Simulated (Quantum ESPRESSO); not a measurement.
## MnSe: one coupling from two orders, and a test

Aim: get Heisenberg couplings of MnSe from the energies of collinear orders, with pencil and paper, and test them on an order left out of the fit.

Program: Quantum ESPRESSO 7.5. Level of theory: LDA with U = 4 eV on Mn d (ortho-atomic projectors); plane waves with GBRV 1.5 LDA potentials, no spin-orbit coupling. Results are calculated unless marked as measured.

The database entry behind the starting cell differs from later determinations by our own check (about 0.4 % short), so it need not match the best structure at ambient conditions.

## 1. Starting point

It takes space group Fm-3m (No. 225, cubic). The conventional cell has a = 5.440 Å, b = 5.440 Å, c = 5.440 Å, α = 90.00°, β = 90.00°, γ = 90.00°. Nearest to Mn lie 6 Se at 2.72 Å. Nearest to Se lie 6 Mn at 2.72 Å. Farther neighbours and most contacts between anions are not listed.

The cell comes from the Crystallography Open Database.

## 2. The parallel order

All energies count from this run.

The input, pw.in:

```
&CONTROL
  calculation = 'scf'
  prefix = 'pwscf'
  outdir = './tmp'
  pseudo_dir = './pseudo'
  disk_io = 'nowf'
/
&SYSTEM
  ibrav = 0
  celldm(1) = 8
  nat = 2
  ntyp = 2
  ecutwfc = 40
  ecutrho = 280
  nbnd = 19
  occupations = 'smearing'
  smearing = 'fd'
  degauss = 0.00367493
  nspin = 2
  starting_magnetization(1) = 0.3
  starting_magnetization(2) = 0
/
&ELECTRONS
  conv_thr = 4d-09
  electron_maxstep = 150
  mixing_beta = 0.3
/
ATOMIC_SPECIES
Mn     54.9380 mn_lda_v1.5.uspp.F.UPF
Se     78.9710 se_lda_v1.uspp.F.UPF
CELL_PARAMETERS alat
   0.0000000000000    0.6425068823728    0.6425068823728
   0.6425068823728    0.0000000000000    0.6425068823728
   0.6425068823728    0.6425068823728    0.0000000000000
ATOMIC_POSITIONS crystal
Mn      0.0000000000    0.0000000000    0.0000000000
Se      0.5000000000    0.5000000000    0.5000000000
K_POINTS automatic
6 6 6 0 0 0
HUBBARD {ortho-atomic}
U Mn-3d 4.0000
```

Command:

```console
$ OMP_NUM_THREADS=1 mpirun -n 4 pw.x -nk 4 -in pw.in > pw.out
```

Output:

```text
Program PWSCF v.7.5 starts
     [... lines left out ...]
     number of atoms/cell      =            2
     [... lines left out ...]
     number of electrons       =        21.00
     number of Kohn-Sham states=           19
     kinetic-energy cutoff     =      40.0000  Ry
     charge density cutoff     =     280.0000  Ry
     scf convergence threshold =      4.0E-09
     [... lines left out ...]
     48 Sym. Ops., with inversion, found
     [... lines left out ...]
     number of k points=    16  Fermi-Dirac smearing, width (Ry)=  0.0037
     [... lines left out ...]
     iteration # 11     ecut=    40.00 Ry     beta= 0.30
     [... lines left out ...]
     Magnetic moment per site  (integrated on atomic sphere of radius R)
     atom   1 (R=0.265)  charge= 13.3187  magn=  4.5328
     atom   2 (R=0.265)  charge=  4.4046  magn=  0.1070
     [... lines left out ...]
     Tr[ns(  1)] (up, down, total) =   4.97332  0.28257  5.25588
     [... lines left out ...]
     the Fermi energy is     9.4184 ev
!    total energy              =    -254.31966193 Ry
     estimated scf accuracy    <          1.3E-09 Ry
     smearing contrib. (-TS)   =      -0.00009856 Ry
     [... lines left out ...]
     total magnetization       =     5.00 Bohr mag/cell
     absolute magnetization    =     5.00 Bohr mag/cell
     convergence has been achieved in  11 iterations
   JOB DONE.
```

Wall time 4.5 s (4 MPI ranks of Arm Neoverse V2, shared host); peak memory 0.32 GiB.

Spin moment in the atom's sphere by atom:

```csv
atom,spin moment in the atom's sphere (μB)
Mn1,4.53
Se2,0.11
```

Numbers from this step:

```
smearing term TS       : 0.001341 eV
magnetization          : 5 μB
absolute magnetization : 5 μB
final state            : ferromagnetic
```

## 3. The orders used for the fit

The other orders were run with the same settings, on meshes that hold the same points. Free energies are divided by the number of Mn atoms; q is in fractions of the reciprocal vectors of the first run's cell.

```csv
order,atoms,mesh,free energy (eV),eV per Mn,largest moment (μB)
F +,2,6×6×6,-3460.1953,-3460.1953,4.53
"AF q=(0,1/2,1/2) +-",4,6×3×6,-6920.4133,-3460.2067,4.50
```

## 4. Counting neighbours

With E = −Σ J e_i·e_j over ordered pairs of unit vectors, turning a neighbour from parallel to opposed costs 2J a Mn atom. So an order lies 2 Σ n J over the parallel one, n being the opposed neighbours in each shell.

```csv
shell,distance (Å),neighbours,"opposed in AF q=(0,1/2,1/2) +-","opposed in AF q=(0,0,1/2) +-"
J1,3.85,12,8,6
J2,5.44,6,0,6
```

Only J1 is kept, as an effective coupling that takes up all reversed shells.

## 5. Solving

```
2 × 8 × J1 = -11.4 meV    (AF q=(0,1/2,1/2) +-)
J1 = -0.71 meV
```

## 6. The test

The couplings now give the orders that were left out:

```
2 × 6 × (-0.71) = -8.5 meV    (AF q=(0,0,1/2) +-)
```

The runs themselves:

```csv
order,atoms,mesh,free energy (eV),eV per Mn,largest moment (μB),over the parallel order (meV),foretold (meV)
"AF q=(0,0,1/2) +-",4,6×6×3,-6920.4985,-3460.2493,4.43,-54.0,-8.5
```

## 7. One more shell

One way to take up the miss is the next shell. Both differences then fix both couplings, and no order is left for a test.

```
2 × 8 × J1 = -11.4 meV    (AF q=(0,1/2,1/2) +-)
2 × 6 × J1 + 2 × 6 × J2 = -54.0 meV    (AF q=(0,0,1/2) +-)
J1 = -0.71 meV
J2 = -3.79 meV
```

## 8. What came out

* effective J1 (Mn–Mn at 3.85 Å): -0.71 meV
* largest miss on the orders left out: 45 meV
* J1 with two shells: -0.71 meV
* J2 with two shells: -3.79 meV

What this shows: The model misses the order left out by 45 meV, 84 % of the largest energy difference, so it fails: these couplings alone don't describe the crystal. With the next shell added the couplings are J1 = -0.71 and J2 = -3.79 meV, untested. The largest moment changes by 2.2 % between the orders. Shells that were dropped are folded into the couplings or show in the miss.

[Logs and program files are shortened in this print: banners, set-up blocks, solver, clock and traceback lines can be left out without a mark of their own.]

[Logs are printed without paths, hosts, clocks, repeated set-up lines and the standing remarks that a program may print on its own settings, such as how far it seeks lower states.]

[Hosts, paths, dates, database ids (printed as entryN), source tags and the programs' standing remarks are cut or masked in the printed files.]

[Where a cell is said to come from a database of computed structures, the database is the Materials Project.]
